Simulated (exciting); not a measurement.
Two BSE runs for the F K edge of NaAsF6, space group R-3. Run A: exciting, all-electron LAPW+lo, LDA, exchange and screened direct term (singlet BSE), 3×3×3 shifted k points, 36 conduction bands, |G+q| up to 3 bohr⁻¹, full RPA screening with nempty = 67, Lorentzian half width 0.45 eV. Run B differs in one setting: k mesh, kernel cutoff, basis, band set, screening or width.

Energy from the Kohn–Sham onset, core level to the lowest empty state found on the meshes used; one zero for both, scaled to A's maximum:

```
E (eV)     A     B
  -9.5  0.01  0.01
  -9.0  0.01  0.01
  -8.5  0.02  0.01
  -8.0  0.02  0.02
  -7.5  0.02  0.02
  -7.0  0.03  0.03
  -6.5  0.05  0.04
  -6.0  0.07  0.06
  -5.5  0.14  0.10
  -5.0  0.34  0.21
  -4.5  0.88  0.60
  -4.0  0.52  0.76
  -3.5  0.20  0.28
  -3.0  0.10  0.13
  -2.5  0.07  0.08
  -2.0  0.06  0.06
  -1.5  0.06  0.07
  -1.0  0.09  0.09
  -0.5  0.09  0.09
   0.0  0.10  0.09
   0.5  0.14  0.13
   1.0  0.28  0.24
   1.5  0.72  0.59
   2.0  0.94  0.97
   2.5  0.51  0.56
   3.0  0.36  0.38
   3.5  0.36  0.38
   4.0  0.36  0.39
   4.5  0.36  0.38
   5.0  0.34  0.36
   5.5  0.38  0.40
   6.0  0.41  0.43
   6.5  0.36  0.39
   7.0  0.31  0.34
   7.5  0.29  0.30
   8.0  0.26  0.28
   8.5  0.21  0.22
   9.0  0.18  0.18
   9.5  0.15  0.15
  10.0  0.13  0.13
  10.5  0.12  0.12
  11.0  0.11  0.11
  11.5  0.11  0.11
  12.0  0.11  0.11
  12.5  0.12  0.12
  13.0  0.14  0.14
  13.5  0.14  0.14
  14.0  0.12  0.13
  14.5  0.12  0.12
  15.0  0.11  0.11
  15.5  0.11  0.11
  16.0  0.11  0.11
  16.5  0.13  0.13
  17.0  0.14  0.13
  17.5  0.15  0.15
  18.0  0.15  0.14
  18.5  0.13  0.13
  19.0  0.12  0.11
  19.5  0.11  0.11
  20.0  0.11  0.11
  20.5  0.09  0.09
  21.0  0.08  0.08
```

**Question.** Which is the likeliest?

The cutoff of the kernels (bohr⁻¹) from 3 to 1.5. The spectrum differs from run A by 18 % r.m.s. Moving the earlier curve by +0.2 eV leaves 9 %. The first bright state moves from -4.40 to -4.19 eV. The kernels miss the short-range part of the Coulomb interaction, its components above their cutoff. Other settings could leave a like mark; this is the change that was made.

[Banner, clock and machine lines of the logs are left out without a mark of their own.]

[Logs are printed without paths, hosts, clocks, repeated set-up lines and the standing remarks that a program may print on its own settings, such as how far it seeks lower states.]

[Hosts, paths, dates, database ids (printed as entryN), source tags and the programs' standing remarks are cut or masked in the printed files.]
